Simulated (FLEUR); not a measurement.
# How the basis cutoff moves the magnetism of TmIr, part 2 of 4

Two starts of TmIr are run at each rung of the basis cutoff. Which rung is enough?

FLEUR MaX-R8.1; LDA (VWN); all-electron FLAPW, Dirac cores, scalar-relativistic bands.

So far. Step 2 (Rung 1 (Kmax 2.16 1/bohr), start ferro +): After 38 cycles the seed has died away: no moment is left. Step 3 (Rung 1 (Kmax 2.16 1/bohr), start antiferro …): This start lies -0.0 meV a seeded atom from the first; its moments have collapsed.

## (4) Rung 2 (Kmax 2.7 1/bohr), start ferro +

The k list default-1 (kpts.xml, not shown) is a Γ-centred 8×8×8 mesh.

File inp.xml:

```
<?xml version="1.0" encoding="UTF-8" standalone="no"?>
<fleurInput fleurInputVersion="0.39">
   <comment>
      TmIr
   </comment>
   <calculationSetup>
      <cutoffs Kmax="2.7" Gmax="8.1" GmaxXC="8.1" numbands="0"/>
      <scfLoop itmax="90" minDistance="0.00002" maxIterBroyd="15" imix="Anderson" alpha="0.05" precondParam="0.0" spinf="2.0" sdNocoIR="T"/>
      <coreElectrons ctail="T" frcor="F" kcrel="0" coretail_lmax="0"/>
      <xcFunctional name="vwn" relativisticCorrections="F"/>
      <magnetism jspins="2"/>
      <soc l_soc="F" theta="0.0" phi="0.0" spav="F"/>
      <expertModes spex="0" secvar="F"/>
      <geometryOptimization l_f="F" forcealpha="1.0" forcemix="BFGS" epsdisp="0.00001" epsforce="0.00001"/>
      <ldaU l_linMix="F" mixParam="0.05" spinf="1.0"/>
   </calculationSetup>
   <cell>
      <bzIntegration valenceElectrons="38.0" mode="hist" fermiSmearingEnergy="0.00293995">
         <kPointListSelection listName="default-1"/>
         <xi:include xmlns:xi="http://www.w3.org/2001/XInclude" href="kpts.xml"> </xi:include>
      </bzIntegration>
      <xi:include xmlns:xi="http://www.w3.org/2001/XInclude" href="sym.xml"> </xi:include>
      <bulkLattice scale="1.0">
         <bravaisMatrix>
            <row-1>    6.3362516957838002     0.0000000000000000     0.0000000000000000</row-1>
            <row-2>    0.0000000000000000     6.3362516957838002     0.0000000000000000</row-2>
            <row-3>    0.0000000000000000     0.0000000000000000     6.3362516957838002</row-3>
         </bravaisMatrix>
      </bulkLattice>
   </cell>
   <atomSpecies>
      <species name="Thulium (T2.001" element="Tm" atomicNumber="69">
         <mtSphere radius="2.68" gridPoints="885" logIncrement="0.015"/>
         <atomicCutoffs lmax="10" lnonsphr="8"/>
         <electronConfig flipSpins="F">
            <coreConfig>(1s1/2) (2s1/2) (2p1/2) (2p3/2) (3s1/2) (3p1/2) (3p3/2) (4s1/2) (3d3/2) (3d5/2) (4p1/2) (4p3/2) (4d3/2) (4d5/2)</coreConfig>
            <valenceConfig>(5s1/2) (5p1/2) (5p3/2) (6s1/2) (4f5/2) (4f7/2)</valenceConfig>
            <stateOccupation state="(4f5/2)" spinUp="3.0" spinDown="2.5714285714286"/>
            <stateOccupation state="(4f7/2)" spinUp="4.0" spinDown="3.4285714285714"/>
         </electronConfig>
         <energyParameters s="6" p="6" d="5" f="4"/>
         <lo type="SCLO" l="0" n="5" eDeriv="0"/>
         <lo type="SCLO" l="1" n="5" eDeriv="0"/>
      </species>
      <species name="Iridium (Ir)" element="Ir" atomicNumber="77">
         <mtSphere radius="2.68" gridPoints="885" logIncrement="0.015"/>
         <atomicCutoffs lmax="10" lnonsphr="8"/>
         <electronConfig flipSpins="F">
            <coreConfig>(1s1/2) (2s1/2) (2p1/2) (2p3/2) (3s1/2) (3p1/2) (3p3/2) (4s1/2) (3d3/2) (3d5/2) (4p1/2) (4p3/2) (5s1/2) (4d3/2) (4d5/2) (4f5/2) (4f7/2)</coreConfig>
            <valenceConfig>(5p1/2) (5p3/2) (6s1/2) (5d3/2) (5d5/2)</valenceConfig>
            <stateOccupation state="(5d3/2)" spinUp="1.400000" spinDown="1.400000"/>
            <stateOccupation state="(5d5/2)" spinUp="2.100000" spinDown="2.100000"/>
         </electronConfig>
         <energyParameters s="6" p="6" d="5" f="5"/>
         <lo type="SCLO" l="1" n="5" eDeriv="0"/>
      </species>
   </atomSpecies>
   <atomGroups>
      <atomGroup species="Thulium (T2.001">
         <relPos label="                   1">1.000/2.000 1.000/2.000 1.000/2.000</relPos>
         <force calculate="T" relaxXYZ="TTT"/>
      </atomGroup>
      <atomGroup species="Iridium (Ir)">
         <relPos label="                   2">.0000000000 .0000000000 .0000000000</relPos>
         <force calculate="T" relaxXYZ="TTT"/>
      </atomGroup>
   </atomGroups>
   <output dos="F" band="F" slice="F">
      <bandDOS minEnergy="-.5*Htr" maxEnergy="0.5*Htr" sigma="0.015" storeEVData="T"/>
      <plotting iplot="0" polar="F">
         <plot TwoD="T" vec1="  1.0  0.0  0.0" vec2="  0.0  1.0  0.0" vec3="  0.0  0.0  1.0" zero="  0.0  0.0  0.0" file="plot"/>
      </plotting>
      <moessbauerParams electricFieldGradient="F" isomerShift="F" coreHyperfine="F" valenceHyperfine="F"/>
   </output>
</fleurInput>
```

File crystal.txt:

```
TmIr
&input film=F cartesian=F /
3.35300000000  0.00000000000  0.00000000000
0.00000000000  3.35300000000  0.00000000000
0.00000000000  0.00000000000  3.35300000000
1.8897261246
1.0 1.0 1.0

2
69 0.50000000000  0.50000000000  0.50000000000 : 2.001
77 0.00000000000  0.00000000000  0.00000000000

&kpt div1=8 div2=8 div3=8 gamma=T /
```

On the command line:

```sh
> OMP_NUM_THREADS=1 inpgen -f crystal.txt > inpgen.log  # inp.xml is then edited as shown
> OMP_NUM_THREADS=1 mpirun -n 4 fleur_MPI > fleur.log
```

The program printed:

```text
[banner, memory and clock lines left out]
Welcome to FLEUR        (www.flapw.de)
      MaX-Release 8.1          (www.max-centre.eu)

 ========== k-point set info ==========
 Selected k-point list: default-1
 k-point list type: mesh
 0 x 0 x 0
 Number of k points: 36

 [... set-up left out ...]
 Iteration:     1   Distance:     171.73064664 me/bohr^3
 Iteration:     2   Distance:      47.61028408 me/bohr^3
 Iteration:     3   Distance:      12.43127900 me/bohr^3
 Iteration:     4   Distance:      11.95833276 me/bohr^3
 Iteration:     5   Distance:       4.72801063 me/bohr^3
[...]
<sumOfEigenvalues value="   -19260.0017963039">
               <coreElectrons value="-19252.1440029379"/>
               <valenceElectrons value="-7.8577933660"/>
            </sumOfEigenvalues>
         [... left out ...]
            <freeEnergy value="-31421.8420104740"/>
            <extrapolationTo0K value="-31421.8378309348"/>
         </totalEnergy>
         <densityConvergence units="me/bohr^3">
            <chargeDensity spin="1" distance="0.0000021064"/>
            <chargeDensity spin="2" distance="0.0000069124"/>
            <overallChargeDensity distance="0.0000062738"/>
            <spinDensity distance="0.0000080670"/>
         </densityConvergence>
      </iteration>
```

The job ended after 9.1 s (4 MPI ranks of Intel Xeon 6975P-C (Granite Rapids), shared host; peak memory 0.22 GiB; 35 s of CPU time).

Numbers from this step:

```yaml
free_energy: -855031.8795 eV
program_s_band_gap_on_this_mesh_in_a_metal_only_a_level_spacing: 8.96e-4 eV
magnetization: 1.434 μB
final_state: ferromagnetic
largest_moment: 1.391 μB
```

The largest moment moves by +1.39 μB from rung 1, at 0.96 times its CPU time.

## (5) Rung 2 (Kmax 2.7 1/bohr), start antiferro q=(0,1/2,1/2) +-

The k list default-1 (kpts.xml, not shown) is a Γ-centred 8×4×8 mesh.

inp.xml: that of step 4 with these lines changed.

```diff
@@ -17,3 +17,3 @@
    <cell>
-      <bzIntegration valenceElectrons="38.0" mode="hist" fermiSmearingEnergy="0.00293995">
+      <bzIntegration valenceElectrons="76.0" mode="hist" fermiSmearingEnergy="0.00293995">
          <kPointListSelection listName="default-1"/>
@@ -25,4 +25,4 @@
             <row-1>    6.3362516957838002     0.0000000000000000     0.0000000000000000</row-1>
-            <row-2>    0.0000000000000000     6.3362516957838002     0.0000000000000000</row-2>
-            <row-3>    0.0000000000000000     0.0000000000000000     6.3362516957838002</row-3>
+            <row-2>    0.0000000000000000    12.6725033915676004     0.0000000000000000</row-2>
+            <row-3>    0.0000000000000000     6.3362516957838002     6.3362516957838002</row-3>
          </bravaisMatrix>
@@ -39,2 +39,15 @@
             <stateOccupation state="(4f7/2)" spinUp="4.0" spinDown="3.4285714285714"/>
+         </electronConfig>
+         <energyParameters s="6" p="6" d="5" f="4"/>
+         <lo type="SCLO" l="0" n="5" eDeriv="0"/>
+         <lo type="SCLO" l="1" n="5" eDeriv="0"/>
+      </species>
+      <species name="Thulium (T-2.001" element="Tm" atomicNumber="69">
+         <mtSphere radius="2.68" gridPoints="885" logIncrement="0.015"/>
+         <atomicCutoffs lmax="10" lnonsphr="8"/>
+         <electronConfig flipSpins="F">
+            <coreConfig>(1s1/2) (2s1/2) (2p1/2) (2p3/2) (3s1/2) (3p1/2) (3p3/2) (4s1/2) (3d3/2) (3d5/2) (4p1/2) (4p3/2) (4d3/2) (4d5/2)</coreConfig>
+            <valenceConfig>(5s1/2) (5p1/2) (5p3/2) (6s1/2) (4f5/2) (4f7/2)</valenceConfig>
+            <stateOccupation state="(4f5/2)" spinUp="2.5714285714286" spinDown="3.0"/>
+            <stateOccupation state="(4f7/2)" spinUp="3.4285714285714" spinDown="4.0"/>
          </electronConfig>
@@ -59,3 +72,7 @@
       <atomGroup species="Thulium (T2.001">
-         <relPos label="                   1">1.000/2.000 1.000/2.000 1.000/2.000</relPos>
+         <relPos label="                   1">1.000/2.000 .0000000000 1.000/2.000</relPos>
+         <force calculate="T" relaxXYZ="TTT"/>
+      </atomGroup>
+      <atomGroup species="Thulium (T-2.001">
+         <relPos label="                   2">1.000/2.000 1.000/2.000 1.000/2.000</relPos>
          <force calculate="T" relaxXYZ="TTT"/>
@@ -63,3 +80,4 @@
       <atomGroup species="Iridium (Ir)">
-         <relPos label="                   2">.0000000000 .0000000000 .0000000000</relPos>
+         <relPos label="                   3">.0000000000 .0000000000 .0000000000</relPos>
+         <relPos label="                   4">.0000000000 1.000/2.000 .0000000000</relPos>
          <force calculate="T" relaxXYZ="TTT"/>
```

File crystal.txt:

```
TmIr
&input film=F cartesian=F /
3.35300000000  0.00000000000  0.00000000000
0.00000000000  6.70600000000  0.00000000000
0.00000000000  3.35300000000  3.35300000000
1.8897261246
1.0 1.0 1.0

4
69 0.50000000000  0.00000000000  0.50000000000 : 2.001
69 0.50000000000  0.50000000000  0.50000000000 : -2.001
77 0.00000000000  0.00000000000  0.00000000000
77 0.00000000000  0.50000000000  0.00000000000

&kpt div1=8 div2=4 div3=8 gamma=T /
```

The program printed:

```text
[banner, memory and clock lines left out]
Welcome to FLEUR        (www.flapw.de)
      MaX-Release 8.1          (www.max-centre.eu)

 ========== k-point set info ==========
 Selected k-point list: default-1
 k-point list type: mesh
 0 x 0 x 0
 Number of k points: 68

 [... set-up left out ...]
 Iteration:     1   Distance:     172.89344701 me/bohr^3
 Iteration:     2   Distance:      49.28070333 me/bohr^3
 Iteration:     3   Distance:      12.77319122 me/bohr^3
 Iteration:     4   Distance:      12.58346995 me/bohr^3
 Iteration:     5   Distance:       5.36199337 me/bohr^3
[...]
<sumOfEigenvalues value="   -38520.0569384281">
               <coreElectrons value="-38504.3236316292"/>
               <valenceElectrons value="-15.7333067989"/>
            </sumOfEigenvalues>
         [... left out ...]
            <freeEnergy value="-62843.6830677446"/>
            <extrapolationTo0K value="-62843.6743578340"/>
         </totalEnergy>
         <densityConvergence units="me/bohr^3">
            <chargeDensity spin="1" distance="0.0000048525"/>
            <chargeDensity spin="2" distance="0.0000050438"/>
            <overallChargeDensity distance="0.0000066643"/>
            <spinDensity distance="0.0000073185"/>
         </densityConvergence>
      </iteration>
```

The job ended after 71 s (4 MPI ranks; peak memory 0.38 GiB; 4.7 min of CPU time).

This step gave:

* free energy: -1710063.7331 eV
* program's band gap on this mesh (in a metal only a level spacing): 4.57e-4 eV
* magnetization: 0 μB
* final state: antiferromagnetic
* largest moment: 1.403 μB

This start lies +13.0 meV a seeded atom from the first, a change of +13.0 meV since rung 1; its largest moment is 1.40 μB.

## (6) Rung 3 (Kmax 3.24 1/bohr), start ferro +

The k list default-1 (kpts.xml, not shown) is a Γ-centred 8×8×8 mesh.

inp.xml: that of step 5 with these lines changed.

```diff
@@ -6,3 +6,3 @@
    <calculationSetup>
-      <cutoffs Kmax="2.7" Gmax="8.1" GmaxXC="8.1" numbands="0"/>
+      <cutoffs Kmax="3.24" Gmax="9.7" GmaxXC="9.7" numbands="0"/>
       <scfLoop itmax="90" minDistance="0.00002" maxIterBroyd="15" imix="Anderson" alpha="0.05" precondParam="0.0" spinf="2.0" sdNocoIR="T"/>
@@ -17,3 +17,3 @@
    <cell>
-      <bzIntegration valenceElectrons="76.0" mode="hist" fermiSmearingEnergy="0.00293995">
+      <bzIntegration valenceElectrons="38.0" mode="hist" fermiSmearingEnergy="0.00293995">
          <kPointListSelection listName="default-1"/>
@@ -25,4 +25,4 @@
             <row-1>    6.3362516957838002     0.0000000000000000     0.0000000000000000</row-1>
-            <row-2>    0.0000000000000000    12.6725033915676004     0.0000000000000000</row-2>
-            <row-3>    0.0000000000000000     6.3362516957838002     6.3362516957838002</row-3>
+            <row-2>    0.0000000000000000     6.3362516957838002     0.0000000000000000</row-2>
+            <row-3>    0.0000000000000000     0.0000000000000000     6.3362516957838002</row-3>
          </bravaisMatrix>
@@ -39,15 +39,2 @@
             <stateOccupation state="(4f7/2)" spinUp="4.0" spinDown="3.4285714285714"/>
-         </electronConfig>
-         <energyParameters s="6" p="6" d="5" f="4"/>
-         <lo type="SCLO" l="0" n="5" eDeriv="0"/>
-         <lo type="SCLO" l="1" n="5" eDeriv="0"/>
-      </species>
-      <species name="Thulium (T-2.001" element="Tm" atomicNumber="69">
-         <mtSphere radius="2.68" gridPoints="885" logIncrement="0.015"/>
-         <atomicCutoffs lmax="10" lnonsphr="8"/>
-         <electronConfig flipSpins="F">
-            <coreConfig>(1s1/2) (2s1/2) (2p1/2) (2p3/2) (3s1/2) (3p1/2) (3p3/2) (4s1/2) (3d3/2) (3d5/2) (4p1/2) (4p3/2) (4d3/2) (4d5/2)</coreConfig>
-            <valenceConfig>(5s1/2) (5p1/2) (5p3/2) (6s1/2) (4f5/2) (4f7/2)</valenceConfig>
-            <stateOccupation state="(4f5/2)" spinUp="2.5714285714286" spinDown="3.0"/>
-            <stateOccupation state="(4f7/2)" spinUp="3.4285714285714" spinDown="4.0"/>
          </electronConfig>
@@ -72,7 +59,3 @@
       <atomGroup species="Thulium (T2.001">
-         <relPos label="                   1">1.000/2.000 .0000000000 1.000/2.000</relPos>
-         <force calculate="T" relaxXYZ="TTT"/>
-      </atomGroup>
-      <atomGroup species="Thulium (T-2.001">
-         <relPos label="                   2">1.000/2.000 1.000/2.000 1.000/2.000</relPos>
+         <relPos label="                   1">1.000/2.000 1.000/2.000 1.000/2.000</relPos>
          <force calculate="T" relaxXYZ="TTT"/>
@@ -80,4 +63,3 @@
       <atomGroup species="Iridium (Ir)">
-         <relPos label="                   3">.0000000000 .0000000000 .0000000000</relPos>
-         <relPos label="                   4">.0000000000 1.000/2.000 .0000000000</relPos>
+         <relPos label="                   2">.0000000000 .0000000000 .0000000000</relPos>
          <force calculate="T" relaxXYZ="TTT"/>
```

File crystal.txt:

```
TmIr
&input film=F cartesian=F /
3.35300000000  0.00000000000  0.00000000000
0.00000000000  3.35300000000  0.00000000000
0.00000000000  0.00000000000  3.35300000000
1.8897261246
1.0 1.0 1.0

2
69 0.50000000000  0.50000000000  0.50000000000 : 2.001
77 0.00000000000  0.00000000000  0.00000000000

&kpt div1=8 div2=8 div3=8 gamma=T /
```

The program printed:

```text
[banner, memory and clock lines left out]
Welcome to FLEUR        (www.flapw.de)
      MaX-Release 8.1          (www.max-centre.eu)

 ========== k-point set info ==========
 Selected k-point list: default-1
 k-point list type: mesh
 0 x 0 x 0
 Number of k points: 36

 [... set-up left out ...]
 Iteration:     1   Distance:     166.13012834 me/bohr^3
 Iteration:     2   Distance:      45.84870504 me/bohr^3
 Iteration:     3   Distance:      12.32844232 me/bohr^3
 Iteration:     4   Distance:      11.66172923 me/bohr^3
 Iteration:     5   Distance:       4.40075343 me/bohr^3
[...]
<sumOfEigenvalues value="   -19253.9855486445">
               <coreElectrons value="-19247.4306239199"/>
               <valenceElectrons value="-6.5549247246"/>
            </sumOfEigenvalues>
         [... left out ...]
            <freeEnergy value="-31421.9074100240"/>
            <extrapolationTo0K value="-31421.9032042148"/>
         </totalEnergy>
         <densityConvergence units="me/bohr^3">
            <chargeDensity spin="1" distance="0.0000012898"/>
            <chargeDensity spin="2" distance="0.0000134560"/>
            <overallChargeDensity distance="0.0000136127"/>
            <spinDensity distance="0.0000134219"/>
         </densityConvergence>
      </iteration>
```

The job ended after 12 s (4 MPI ranks; peak memory 0.23 GiB; 46 s of CPU time).

Numbers from this step:

| Property | Result |
| --- | --- |
| free energy | -855033.6591 eV |
| program's band gap on this mesh (in a metal only a level spacing) | 0 eV |
| magnetization | 1.511 μB |
| final state | ferromagnetic |
| largest moment | 1.468 μB |

The largest moment moves by +0.08 μB from rung 2, at 1.3 times its CPU time.

(Continued in part 3 of 4.)

[Logs and program files are shortened in this print: banners, set-up blocks, solver, clock and traceback lines can be left out without a mark of their own.]

[Logs are printed without paths, hosts, clocks, repeated set-up lines and the standing remarks that a program may print on its own settings, such as how far it seeks lower states.]

[Hosts, paths, dates, database ids (printed as entryN), source tags and the programs' standing remarks are cut or masked in the printed files.]

[Where a cell is said to come from a database of computed structures, the database is the Materials Project.]
